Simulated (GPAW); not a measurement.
# Surface energy and work function of Sr(110) from slabs of 4 to 14 layers (PBE)

How do energy and work function of Sr(110) films settle with thickness, and what surface energy follows?

**Method.** GPAW 26.7.0, plane waves at 450 eV with PAW setups; symmetric 1×1 slabs cut at the tabulated lattice constant (two decimals; low-temperature values for the alkali metals), atoms at bulk places, 7.5 Å of vacuum on each side, one in-plane mesh for all thicknesses, Fermi-Dirac smearing of 0.1 eV. Energies are extrapolated to zero smearing and count from the program's reference atoms. Functional PBE. The cell's area is 26.139 Å².

Results, with one row withheld:

```tsv
layers	energy (eV)	work function (eV)
4	−5.3854	2.56
5	−7.0522	2.60
6	−8.7198	2.60
7	−10.3943	2.59
8	−12.0673	2.60
9	−13.7393	2.59
10	−15.4117	2.59
11	−17.0858	2.59
12	−18.7579	2.60
14	?	?
```

To predict: What surface energy do these runs give, and what energy and work function should the 14-layer slab have?

Worked answer. A slab of n layers has E(n) = nε + 2Aγ once its middle is bulk-like. A line through n = 6 to 12 has the slope ε = −1.6729 eV a layer and the intercept 2Aγ = 1.3168 eV (r.m.s. residual 0.6 meV). So γ = 1.3168 / (2 × 26.139 Å²) = 0.0252 eV/Å² = 0.40 J/m², with a standard error of under 0.01 J/m² from the scatter about the line. For 14 layers: 1.3168 + 14 × (−1.6729) = −22.104 eV; the run gives −22.104 eV, 0.2 meV over the line. The work function has no such law: from 6 to 12 layers it moves between 2.59 and 2.60 eV (mean 2.59), and the 14-layer slab gives 2.60 eV. The thinnest slab, 4 layers, lies −0.03 eV from that mean.

**Limits.** The surfaces are unrelaxed, so γ is an upper bound for this functional and lattice constant. The tabulated lattice constant isn't the functional's own, which strains the slab a little.

[Logs are printed without paths, hosts, clocks, repeated set-up lines and the standing remarks that a program may print on its own settings, such as how far it seeks lower states.]
